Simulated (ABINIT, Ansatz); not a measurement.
## CsPbCl3 (Pm-3m): changed settings of a GW run in ABINIT

What do changed inputs do to GW on CsPbCl3 (Pm-3m)?

Main program and level: ABINIT 10.8.3; PBEsol and many-body steps on it, plane waves.

This is a report of a sequence of runs, with most program output left out.

## (1) The structure

Symmetry: Pm-3m, No. 221, cubic system. The conventional cell has a = 5.605 Å, b = 5.605 Å, c = 5.605 Å, α = 90.00°, β = 90.00°, γ = 90.00°. Nearest to Cs lie 12 Cl at 3.96 Å. Pb has 6 Cl at 2.80 Å nearest. Nearest to Cl lie 2 Pb at 2.80 Å and 4 Cs at 3.96 Å. Farther neighbours and most contacts between anions are not listed.

Structure file:

```cif
data_structure
_symmetry_space_group_name_H-M 'P 1'
_symmetry_Int_Tables_number 1
_cell_length_a 5.6050
_cell_length_b 5.6050
_cell_length_c 5.6050
_cell_angle_alpha 90.000
_cell_angle_beta 90.000
_cell_angle_gamma 90.000
_cell_volume 176.09
loop_
_atom_site_label
_atom_site_type_symbol
_atom_site_fract_x
_atom_site_fract_y
_atom_site_fract_z
_atom_site_occupancy
Cs1 Cs 0.00000 0.00000 0.00000 1
Pb2 Pb 0.50000 0.50000 0.50000 1
Cl3 Cl 0.50000 0.50000 0.00000 1
Cl4 Cl 0.00000 0.50000 0.50000 1
Cl5 Cl 0.50000 0.00000 0.50000 1
```

The cell and positions come from the Crystallography Open Database and are kept as given unless a step says otherwise. Spin-orbit coupling is left out unless a step names it.

## (2) Screening, 2×2×2 mesh, 138 bands, screening to 114.3 eV

This step: ABINIT 10.8.3; RPA screening on PBEsol, plane waves, norm-conserving pseudopotentials.

The RPA dielectric matrix is built and inverted for each q.

The input, run.abi:

```
acell 3*1.0 Angstrom
rprim 
  5.605000000000 0.000000000000 0.000000000000
  0.000000000000 5.605000000000 0.000000000000
  0.000000000000 0.000000000000 5.605000000000
ntypat 3
znucl 55 82 17
natom 5
typat 1 2 3 3 3
xred 
  0.000000000000 0.000000000000 0.000000000000
  0.500000000000 0.500000000000 0.500000000000
  0.500000000000 0.500000000000 0.000000000000
  0.000000000000 0.500000000000 0.500000000000
  0.500000000000 0.000000000000 0.500000000000
pp_dirpath "pseudos"
pseudos "Cs.upf, Pb.upf, Cl.upf"
ecut 25
ngkpt 2 2 2
nshiftk 1
shiftk 0 0 0
kptopt 1
chksymbreak 0
istwfk *1
occopt 1
irdwfk 1
optdriver 3
nband 138
ecuteps 4.2
inclvkb 2
awtr 1
symchi 1
indata_prefix "in"
outdata_prefix "out"
tmpdata_prefix "tmp"
```

The run is started by

```sh
$ OMP_NUM_THREADS=1 mpirun -n 4 abinit run.abi > log
```

It took 32 s on 4 MPI ranks of Arm Neoverse V2, shared host; peak memory 1.3 GiB; 2.1 min of CPU time.

This step gave:

```
ε∞ with local fields, on this mesh, along the program's q direction : 7.961
the same without local fields                                       : 9.166
plasma frequency                                                    : 18.56 eV
plane waves in the screening matrix                                 : 461
```

Local fields lower ε∞ by 13 %. On a Γ-centred mesh this coarse the value itself is usually too large, while a short band sum pulls it down.

## (3) Base

The self-energy is evaluated for the states that the input lists, and the levels follow from it, in one-shot runs by the linearised quasiparticle equation.

This step: G0W0 on PBEsol, plane waves, norm-conserving pseudopotentials.

run.abi: that of step 2 with these lines changed.

```diff
@@ -26,8 +26,17 @@
 irdwfk 1
-optdriver 3
+optdriver 4
 nband 138
+gwcalctyp 0
+ecutsigx 25
+symsigma 1
+nkptgw 2
+kptgw 
+  0.5000000000 0.5000000000 0.5000000000
+  0.0000000000 0.0000000000 0.0000000000
+bdgw 
+  19 25
+  20 25
 ecuteps 4.2
-inclvkb 2
-awtr 1
-symchi 1
+irdscr 1
+ppmodel 1
 indata_prefix "in"
```

Wall time 19 s (4 MPI ranks); peak memory 1.2 GiB; 77 s of CPU time.

This step gave:

- G0W0 gap on the points computed: 3.085 eV
- starting gap on the mesh: 1.802 eV
- k of the valence top: 0.5, 0.5, 0.5
- k of the conduction bottom: 0.5, 0.5, 0.5
- Z at the valence top: 0.79
- Z at the conduction bottom: 0.818
- least direct G0W0 gap on the computed points: 3.085 eV

The gap on the mesh goes from 1.80 eV to 3.08 eV, a correction of +1.28 eV.

## (4) Exchange cutoff of one hartree

run.abi: that of step 3 with these lines changed.

```diff
@@ -29,3 +29,3 @@
 gwcalctyp 0
-ecutsigx 25
+ecutsigx 1
 symsigma 1
```

It took 3.9 s on 4 MPI ranks; peak memory 0.58 GiB.

The run ended normally, though the input holds a fault or crude settings.

The fault put into this input: exchange cutoff of one hartree. It printed a gap of 0.40 eV, an artefact of the input.

## (5) Side by side

Times are wall times on 4 MPI ranks of Arm Neoverse V2, shared host, good to a factor of about two. A run's time includes the screening step that it read.

```csv
run,mesh,bands,screening cutoff (eV),DFT gap (eV),gap on the mesh (eV),direct (eV),ε∞ used,time
base,2×2×2,138,114.3,1.802,3.085,3.085,7.96,51 s
```

## (6) Outcome

```yaml
base: 3.085 eV
known_limits: not at the basis limit; exchange with frozen shells missing; no spin-orbit coupling; coarse k mesh
```

Bands and cutoff are finite, so the gap is not at the basis limit. The miss can reach some tenths of an eV and take either sign; the mesh is an error of its own. In the G0W0 run levels were corrected at 2 k points alone, so a gap called «on the mesh» is the least over those, and an edge elsewhere would be missed. The 2×2×2 mesh is coarse for this cell, which bears on the long-range parts of exchange and screening. Where an edge is built on 6p states of lead, bismuth or thallium, scalar-relativistic gaps usually stand too wide, by a few tenths to over one eV. This is the ideal cubic cell; many perovskites, halides above all, are cubic only on average, and local tilts or off-centring can widen the gap. The norm-conserving file of at least one element keeps a d shell over frozen s and p shells of the same row. Exchange with those shells is missing from the self-energy, an error of 0.3 to 0.9 eV in cases checked, whose sign depends on which edge lies on those atoms. The many-body steps are scalar-relativistic: spin-orbit coupling is not in them.

[Paths, hosts, dates, memory and timing lines, banners, echoed tables and standing remarks are left out of the program output.]

[Logs are printed without paths, hosts, clocks, repeated set-up lines and the standing remarks that a program may print on its own settings, such as how far it seeks lower states.]

[Runs of the session that timed out or met a known fault of the program may be left out.]

[Hosts, paths, dates, database ids (printed as entryN), source tags and the programs' standing remarks are cut or masked in the printed files.]

[G0W0 gaps are taken among the corrected bands and points alone; a level outside them can change the order at an edge.]

[Where Ansatz stands beside ABINIT at settings called matched, ABINIT's density can come from a denser mesh and the files from another edition; pairs whose starting gaps differed by over 0.03 eV were left out, so agreement reads better than it is.]
